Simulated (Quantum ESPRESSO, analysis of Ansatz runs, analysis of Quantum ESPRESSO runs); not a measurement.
## Charge-transition level of substitutional N in diamond (PBE) (Quantum ESPRESSO)

Aim: the charge-transition level of substitutional N in diamond, to be set beside the measurement. Set-up: PBE, PseudoDojo 0.4.1 SR PBE standard, 32-site cell, PBE lattice, k: the single point 1/4 1/4 1/4 then 2x2x2 shifted, started with the impurity moved along one bond, dielectric constants 5.7 and 5.7 (handbook). The model is a cell of 32 host atoms with 1 C taken out and 1 N put in. The level is the Fermi energy at which two charge states have equal formation energy, after a correction for the images of the charge. Other potentials or another program check that the number doesn't hang on one set of files.

Measured beforehand: (+1/0) level below the conduction-band bottom: 1.7 eV (quoted in “Hunting the elusive shallow n-type donor – An ab initio study of Li and N co-doped diamond”, 2021, S. Conejeros et al., quoting earlier work (1969)).

Calculated with Quantum ESPRESSO 7.5; Quantum ESPRESSO plane-wave DFT, PBE, PseudoDojo 0.4.1 SR PBE standard potentials; relaxation of all atoms of a defect supercell.

## (1) Set-up

The cell holds 32 atoms: 31 C and 1 N. Its edges and angles: a = 6.186 Å, b = 6.186 Å, c = 6.186 Å, α = 109.5°, β = 109.5°, γ = 109.5°. It derives from C (space group Fd-3m). Nearest the centre at fractional (0.500, 0.500, 0.500): N11 at 0.31 Å, C32 at 1.54 Å, C26 at 1.54 Å, C27 at 1.55 Å, C23 at 1.55 Å, C12 at 2.51 Å, C2 at 2.51 Å, C13 at 2.51 Å. The cell carries charge +1.

The host's primitive cell comes from a first run (Quantum ESPRESSO plane-wave DFT, PBE, PseudoDojo 0.4.1 SR PBE standard potentials; relaxation of cell and atoms of a defect-free cell): vectors of 2.526, 2.526 and 2.526 Å. That is 5.70 Å³ an atom, 0.4 % over the diffraction cell's volume. The supercell is built on it.

## (2) Relaxation, charge +1

Every later number rests on the structure around the defect, so the atoms are relaxed at the host's lattice first.

Contents of pw.in:

```
&CONTROL
  calculation = 'relax'
  prefix = 'pwscf'
  outdir = './tmp'
  pseudo_dir = './pseudo'
  tprnfor = .true.
  disk_io = 'low'
  nstep = 70
  forc_conv_thr = 0.00078
  etot_conv_thr = 0.0001
/
&SYSTEM
  ibrav = 0
  nat = 32
  ntyp = 2
  ecutwfc = 84
  nbnd = 68
  occupations = 'smearing'
  smearing = 'fd'
  degauss = 0.00073499
  tot_charge = 1
  nosym = .true.
/
&ELECTRONS
  conv_thr = 3d-08
  electron_maxstep = 100
  mixing_beta = 0.5
/
&IONS
  ion_dynamics = 'bfgs'
/
ATOMIC_SPECIES
C     12.0110 C.upf
N     14.0070 N.upf
CELL_PARAMETERS angstrom
  -3.5717645206    3.5717645206    3.5717645206
   3.5717645206   -3.5717645206    3.5717645206
   3.5717645206    3.5717645206   -3.5717645206
ATOMIC_POSITIONS crystal
C     -0.0013110046    0.0000634544    0.4966099140
C      0.0030128183    0.2492910930    0.2505739339
C      0.0023005335    0.5036319155    0.0007738343
C      0.0005272098    0.7511083759    0.7474416937
C      0.2497360778   -0.0012977503    0.2464468078
C      0.2473152210    0.2487985373   -0.0036678292
C      0.2518484708    0.5039324685    0.7515671174
C      0.2465586885    0.7481485557    0.4966416719
C      0.4960711817   -0.0018908577   -0.0023350492
C      0.4997174959    0.2481809751    0.7521094741
N      0.4487703521    0.4511879325    0.4483733675
C      0.4994023908    0.7482599743    0.2521133562
C      0.7489274735   -0.0021198256    0.7462054153
C      0.7518550667    0.2520704711    0.4986635128
C      0.7518900041    0.4979320249    0.2499162648
C      0.7528647564    0.7524403824   -0.0002507717
C     -0.0010339948   -0.0033256949    0.2468956028
C     -0.0014466541    0.2514868428   -0.0021577952
C      0.0018847365    0.4981319788    0.7510363538
C     -0.0032120181    0.7486967568    0.4966262650
C      0.2512032693    0.0026874042    0.0036673502
C      0.2489816745    0.2498074422    0.7464865585
C      0.2517379248    0.5037715490    0.5028105968
C      0.2489677427    0.7471807492    0.2509580381
C      0.4970348253    0.0007340891    0.7487849592
C      0.5010535806    0.2520474902    0.5038005956
C      0.4999009739    0.5033707166    0.2513065107
C      0.5036443392    0.7531583785    0.0021667876
C      0.7495245090    0.0016971633    0.5030478212
C      0.7515218393    0.2481195725    0.2515254163
C      0.7532046088    0.5031460368    0.0008975779
C      0.7491185013    0.7515946983    0.7477376068
K_POINTS crystal
1
0.25 0.25 0.25 1.0
```

The run is started by

```sh
$ OMP_NUM_THREADS=1 mpirun -n 4 pw.x -in pw.in > pw.out
```

What it wrote:

```text
This program is part of the open-source Quantum ESPRESSO suite
     for quantum simulation of materials; please cite
         "P. Giannozzi et al., J. Phys.:Condens. Matter 21 395502 (2009);
         "P. Giannozzi et al., J. Phys.:Condens. Matter 29 465901 (2017);
         "P. Giannozzi et al., J. Chem. Phys. 152 154105 (2020);
          URL
     in publications or presentations arising from this work. More details at

     Subspace diagonalization in iterative solution of the eigenvalue problem:
     a serial algorithm will be used

     --------------------
     sticks:   dense  smooth     PW     G-vecs:    dense   smooth      PW
     Min         864     864    235                32051    32051    4543
     Max         865     865    236                32053    32053    4544
     Sum        3457    3457    941               128207   128207   18173

     Using Slab Decomposition

     bravais-lattice index     =            0
     lattice parameter (alat)  =      11.6907  a.u.
     unit-cell volume          =    1229.9998 (a.u.)^3
     number of atoms/cell      =           32
     number of atomic types    =            2
     number of electrons       =       128.00
     number of Kohn-Sham states=           68
     kinetic-energy cutoff     =      84.0000  Ry
     charge density cutoff     =     336.0000  Ry
     scf convergence threshold =      3.0E-08
     mixing beta               =       0.5000
     number of iterations used =            8  plain     mixing
     energy convergence thresh.=      1.0E-04
     force convergence thresh. =      7.8E-04
     Exchange-correlation= PBE
                           (   1   4   3   4   0   0   0)
     nstep                     =           70

     celldm(1)=  11.690748  celldm(2)=   0.000000  celldm(3)=   0.000000
     celldm(4)=   0.000000  celldm(5)=   0.000000  celldm(6)=   0.000000

     crystal axes: (cart. coord. in units of alat)
               a(1) = (  -0.577350   0.577350   0.577350 )
               a(2) = (   0.577350  -0.577350   0.577350 )
               a(3) = (   0.577350   0.577350  -0.577350 )

     reciprocal axes: (cart. coord. in units 2 pi/alat)
               b(1) = ( -0.000000  0.866025  0.866025 )
               b(2) = (  0.866025 -0.000000  0.866025 )
               b(3) = (  0.866025  0.866025  0.000000 )

     PseudoPot. # 1 for C  read from file:
     C.upf
     Pseudo is Norm-conserving + core correction, Zval =  4.0
     Generated using ONCVPSP code by D. R. Hamann
     Using radial grid of 1248 points,  4 beta functions with:
                l(1) =   0
                l(2) =   0
                l(3) =   1
                l(4) =   1

     PseudoPot. # 2 for N  read from file:
     N.upf
     Pseudo is Norm-conserving + core correction, Zval =  5.0
     Generated using ONCVPSP code by D. R. Hamann
     Using radial grid of 1058 points,  4 beta functions with:
                l(1) =   0
                l(2) =   0
                l(3) =   1
                l(4) =   1

     atomic species   valence    mass     pseudopotential
     C                 4.00    12.01100     C ( 1.00)
     N                 5.00    14.00700     N ( 1.00)

     No symmetry found

   Cartesian axes

     site n.     atom                  positions (alat units)
         1        C      tau(   1) = (   0.2875114   0.2859243  -0.2874381  )
         2        C      tau(   2) = (   0.2868578   0.0024801   0.0009988  )
         3        C      tau(   3) = (   0.2898906  -0.2889970   0.2916535  )
         4        C      tau(   4) = (   0.8648839  -0.0018126   0.0024213  )
         5        C      tau(   5) = (  -0.0026483   0.2872206   0.0011498  )
         6        C      tau(   6) = (  -0.0012612  -0.0029740   0.2885490  )
         7        C      tau(   7) = (   0.5794582   0.2883767   0.0024329  )
         8        C      tau(   8) = (   0.5763292  -0.0028568   0.2875583  )
         9        C      tau(   9) = (  -0.2888467   0.2861504   0.2866633  )
        10        C      tau(  10) = (   0.2890059   0.5794553  -0.0024312  )
        11        N      tau(  11) = (   0.2602643   0.2574727   0.2607227  )
        12        C      tau(  12) = (   0.2892357   0.0018797   0.5747805  )
        13        C      tau(  13) = (  -0.0027955   0.8644393   0.0003477  )
        14        C      tau(  14) = (  -0.0006473   0.5764543   0.2917132  )
        15        C      tau(  15) = (  -0.0023335   0.2909119   0.5772959  )
        16        C      tau(  16) = (  -0.0003898   0.0001002   0.8692331  )
        17        C      tau(  17) = (   0.1412221   0.1438684  -0.1450623  )
[...]
25        C      tau(  25) = (   0.1457718   0.7188506  -0.1449242  )
        26        C      tau(  26) = (   0.1471057   0.4346331   0.1439337  )
        27        C      tau(  27) = (   0.1470951   0.1430886   0.4341473  )
        28        C      tau(  28) = (   0.1453080  -0.1428060   0.7243644  )
        29        C      tau(  29) = (  -0.1413235   0.7221931   0.1432832  )
        30        C      tau(  30) = (  -0.1454212   0.4358577   0.4319250  )
        31        C      tau(  31) = (  -0.1438532   0.1448896   0.7248362  )
        32        C      tau(  32) = (   0.4331361   0.4302769   0.4347307  )

     number of k points=     1  Fermi-Dirac smearing, width (Ry)=  0.0007
                       cart. coord. in units 2pi/alat
        k(    1) = (   0.4330127   0.4330127   0.4330127), wk =   2.0000000

     Dense  grid:   128207 G-vectors     FFT dimensions: (  72,  72,  72)

     Initial potential from superposition of free atoms

     starting charge     128.9986, renormalised to     128.0000
     Starting wfcs are  128 randomized atomic wfcs

     Self-consistent Calculation

     iteration #  1     ecut=    84.00 Ry     beta= 0.50
     Davidson diagonalization with overlap
     ethr =  1.00E-02,  avg # of iterations =  3.0

     total energy              =    -394.55118417 Ry
     estimated scf accuracy    <       1.93168414 Ry

     iteration #  2     ecut=    84.00 Ry     beta= 0.50
     Davidson diagonalization with overlap
     ethr =  1.51E-03,  avg # of iterations =  2.0

     total energy              =    -394.56847134 Ry
     estimated scf accuracy    <       0.32771287 Ry

     iteration #  3     ecut=    84.00 Ry     beta= 0.50
     Davidson diagonalization with overlap
     ethr =  2.56E-04,  avg # of iterations =  6.0

     total energy              =    -394.60800000 Ry
     estimated scf accuracy    <       0.03597675 Ry

     iteration #  4     ecut=    84.00 Ry     beta= 0.50
     Davidson diagonalization with overlap
[...]
hartree contribution      =      32.75083302 Ry
     xc contribution           =    -139.47080442 Ry
     ewald contribution        =    -415.33735859 Ry

     convergence has been achieved in   7 iterations

     Forces acting on atoms (cartesian axes, Ry/au):

[...]
Total force =     0.011527     Total SCF correction =     0.000020
     Energy error            =      4.2E-04 Ry
     Gradient error          =      3.1E-03 Ry/Bohr

     number of scf cycles    =   5
     number of bfgs steps    =   4

     energy             old  =    -394.7579126917 Ry
     energy             new  =    -394.7583330125 Ry

     CASE: energy            _new < energy            _old

     new trust radius        =       0.0048255477 bohr
     new conv_thr            =       0.0000000012 Ry

ATOMIC_POSITIONS (crystal)
[...]
NEW-OLD atomic charge density approx. for the potential

     Self-consistent Calculation

[...]
Threshold (ethr) on eigenvalues was too large:
     Diagonalizing with lowered threshold

[...]
total energy              =    -394.75842682 Ry
[...]
total energy              =    -394.75842730 Ry
[...]
iteration #  4     ecut=    84.00 Ry     beta= 0.50
[...]
total energy              =    -394.75842738 Ry
     estimated scf accuracy    <       0.00000005 Ry

     iteration #  5     ecut=    84.00 Ry     beta= 0.50
     Davidson diagonalization with overlap
     ethr =  4.12E-11,  avg # of iterations =  4.0

     total energy              =    -394.75842739 Ry
     estimated scf accuracy    <          8.5E-09 Ry

     iteration #  6     ecut=    84.00 Ry     beta= 0.50
     Davidson diagonalization with overlap
     ethr =  6.66E-12,  avg # of iterations =  4.0

     End of self-consistent calculation

          k = 0.4330 0.4330 0.4330 ( 16052 PWs)   bands (ev):

[...]
17.6396  18.8083  18.8123  18.8130

     the Fermi energy is    12.1165 ev

!    total energy              =    -394.75842739 Ry
     estimated scf accuracy    <          1.2E-09 Ry
     smearing contrib. (-TS)   =       0.00000000 Ry
     internal energy E=F+TS    =    -394.75842739 Ry

     The total energy is F=E-TS. E is the sum of the following terms:
     one-electron contribution =     127.28574365 Ry
     hartree contribution      =      32.75664383 Ry
     xc contribution           =    -139.47071536 Ry
     ewald contribution        =    -415.33009951 Ry

     convergence has been achieved in   6 iterations

     Forces acting on atoms (cartesian axes, Ry/au):

[...]
Total force =     0.003392     Total SCF correction =     0.000042
     Energy error            =      9.4E-05 Ry
     Gradient error          =      1.0E-03 Ry/Bohr

     number of scf cycles    =   6
     number of bfgs steps    =   5

     energy             old  =    -394.7583330125 Ry
     energy             new  =    -394.7584273905 Ry

     CASE: energy            _new < energy            _old

     new trust radius        =       0.0015800527 bohr
     new conv_thr            =       0.0000000003 Ry

ATOMIC_POSITIONS (crystal)
[...]
NEW-OLD atomic charge density approx. for the potential

     Self-consistent Calculation

     iteration #  1     ecut=    84.00 Ry     beta= 0.50
     Davidson diagonalization with overlap
     ethr =  1.00E-06,  avg # of iterations =  2.0

     Threshold (ethr) on eigenvalues was too large:
     Diagonalizing with lowered threshold

     Davidson diagonalization with overlap
     ethr =  6.02E-10,  avg # of iterations =  7.0

     total energy              =    -394.75843622 Ry
     estimated scf accuracy    <       0.00000139 Ry

     iteration #  2     ecut=    84.00 Ry     beta= 0.50
     Davidson diagonalization with overlap
     ethr =  1.09E-09,  avg # of iterations =  2.0

     total energy              =    -394.75843635 Ry
     estimated scf accuracy    <       0.00000019 Ry

     iteration #  3     ecut=    84.00 Ry     beta= 0.50
     Davidson diagonalization with overlap
     ethr =  1.49E-10,  avg # of iterations =  2.0

     total energy              =    -394.75843637 Ry
     estimated scf accuracy    <       0.00000002 Ry

     iteration #  4     ecut=    84.00 Ry     beta= 0.50
     Davidson diagonalization with overlap
     ethr =  1.58E-11,  avg # of iterations =  3.0

     total energy              =    -394.75843637 Ry
     estimated scf accuracy    <          1.7E-09 Ry

     iteration #  5     ecut=    84.00 Ry     beta= 0.50
     Davidson diagonalization with overlap
     ethr =  1.33E-12,  avg # of iterations =  5.0

     End of self-consistent calculation

          k = 0.4330 0.4330 0.4330 ( 16052 PWs)   bands (ev):

    -8.1732  -6.3277  -6.3276  -6.3272  -4.1501  -2.4042  -2.4034  -2.4033
    -2.0435  -2.0434  -1.9841  -1.9838  -1.9837  -1.9831  -1.9823  -1.9822
     1.5844   2.0582   2.0582   2.0584   2.6113   2.6114   2.6115   2.6339
     2.6340   2.6342   2.6738   2.6741   5.7861   5.7864   5.7868   6.1094
     6.4993   6.4994   6.6332   6.6333   6.6334   6.6354   6.6356   6.6356
     6.7274   6.7275   6.7279   6.8355   8.0570   8.0572   8.0573   8.3842
     8.3844   8.3845   8.5245   8.5248   8.5617   8.5776   8.5787   8.5789
    11.1611  11.1611  11.1615  11.6271  11.6273  11.6504  11.6507  11.6509
    17.6399  18.8106  18.8113  18.8129

     the Fermi energy is    12.1164 ev

!    total energy              =    -394.75843637 Ry
     estimated scf accuracy    <          2.4E-10 Ry
     smearing contrib. (-TS)   =       0.00000000 Ry
     internal energy E=F+TS    =    -394.75843637 Ry

     The total energy is F=E-TS. E is the sum of the following terms:
     one-electron contribution =     127.28586010 Ry
     hartree contribution      =      32.75661220 Ry
     xc contribution           =    -139.47070660 Ry
     ewald contribution        =    -415.33020208 Ry

     convergence has been achieved in   5 iterations

     Forces acting on atoms (cartesian axes, Ry/au):

[...]
atom   25 type  1   force =    -0.00005519    0.00003185    0.00029520
     atom   26 type  1   force =    -0.00008334   -0.00009841   -0.00020784
     atom   27 type  1   force =    -0.00006462   -0.00010292    0.00000610
     atom   28 type  1   force =    -0.00005655    0.00008060    0.00003611
     atom   29 type  1   force =     0.00016050    0.00002797   -0.00004121
     atom   30 type  1   force =    -0.00022308   -0.00017536   -0.00018946
     atom   31 type  1   force =     0.00018987   -0.00009848    0.00001208
     atom   32 type  1   force =     0.00016717    0.00017274    0.00016348

     Total force =     0.001500     Total SCF correction =     0.000018
     Energy error            =      9.0E-06 Ry
     Gradient error          =      3.7E-04 Ry/Bohr

     bfgs converged in   7 scf cycles and   6 bfgs steps
     (criteria: energy <  1.0E-04 Ry, force <  7.8E-04 Ry/Bohr)

     End of BFGS Geometry Optimization

     Final energy             =    -394.7584363737 Ry

     File ./tmp/pwscf.bfgs deleted, as requested
Begin final coordinates

ATOMIC_POSITIONS (crystal)
[...]
C                0.4984409987       -0.0012283739        0.7478521903
C                0.4985297582        0.2468450887        0.4980518120
C                0.4984922287        0.4988156181        0.2460336618
C                0.4984893662        0.7486406429       -0.0019836217
C                0.7483151738       -0.0012067784        0.4980142987
C                0.7486947844        0.2490566709        0.2482718191
C                0.7483183133        0.4987871558       -0.0020081585
C                0.7503872106        0.7507259550        0.7499299520
End final coordinates

=------------------------------------------------------------------------------=
   JOB DONE.
=------------------------------------------------------------------------------=
```

It took 19 s on 4 MPI ranks of AMD EPYC 9R45, shared host; peak memory 0.42 GiB; 74 s of CPU time.

The steps of the relaxation:

```csv
step,energy less that of the first step (eV)
0,0.0000
1,-1.5359
2,-1.8490
3,-1.8998
4,-1.9055
5,-1.9068
6,-1.9069
```

The atoms that moved most (Å):

```csv
atom,dx,dy,dz,length
N11,0.170,0.185,0.170,0.303
C26,-0.030,-0.011,-0.007,0.033
C16,-0.006,-0.011,-0.029,0.031
C27,-0.030,-0.008,-0.002,0.031
C23,-0.016,-0.018,-0.019,0.031
C21,-0.023,-0.017,-0.004,0.029
C28,-0.013,-0.017,-0.020,0.029
C10,-0.002,-0.023,0.015,0.027
```

Final coordinates:

```
CELL_PARAMETERS angstrom
-3.57176 3.57176 3.57176
3.57176 -3.57176 3.57176
3.57176 3.57176 -3.57176
ATOMIC_POSITIONS crystal
C 0.99850 0.99883 0.49798
C 0.99905 0.24822 0.24742
C 0.99852 0.49879 0.99805
C 0.99784 0.74761 0.74680
C 0.24792 0.99937 0.24744
C 0.24787 0.24821 0.99857
C 0.24968 0.49886 0.74866
C 0.24965 0.74944 0.49805
C 0.49846 0.99883 0.99806
C 0.49851 0.24999 0.74864
N 0.49847 0.49880 0.49801
C 0.49854 0.74944 0.24922
C 0.74724 0.99817 0.74681
C 0.74914 0.25001 0.49809
C 0.74910 0.49883 0.24918
C 0.74728 0.74759 0.99738
C 0.99851 0.99882 0.24780
C 0.99847 0.24859 0.99802
C 0.99849 0.49884 0.74788
C 0.99844 0.74864 0.49799
C 0.24826 0.99881 0.99802
C 0.24871 0.24905 0.74821
C 0.24652 0.49885 0.49805
C 0.24874 0.74901 0.24828
C 0.49844 0.99877 0.74785
C 0.49853 0.24685 0.49805
C 0.49849 0.49882 0.24603
C 0.49849 0.74864 0.99802
C 0.74832 0.99879 0.49801
C 0.74869 0.24906 0.24827
C 0.74832 0.49879 0.99799
C 0.75039 0.75073 0.74993
```

Neighbours of N11 at the end:

```csv
atom,distance (Å)
C32,1.558
C23,1.559
C27,1.559
C26,1.559
C4,2.522
C13,2.522
C16,2.522
C2,2.523
C12,2.523
C5,2.523
C7,2.523
C6,2.523
C10,2.523
C15,2.523
C8,2.523
C14,2.523
```

First to last step the energy falls by 1.907 eV; the largest move, 0.30 Å, is that of N11. Judged within 0.08 Å, the space group went from R3m to I-43m.

(Continued in part 2 of 4.)

[Logs are printed without paths, hosts, clocks, repeated set-up lines and the standing remarks that a program may print on its own settings, such as how far it seeks lower states.]

[Hosts, paths, dates, database ids (printed as entryN), source tags and the programs' standing remarks are cut or masked in the printed files.]

[For some hosts the program warned that the k-mesh of the response run may be too coarse for force constants and the static dielectric constant; such warnings are not shown here.]
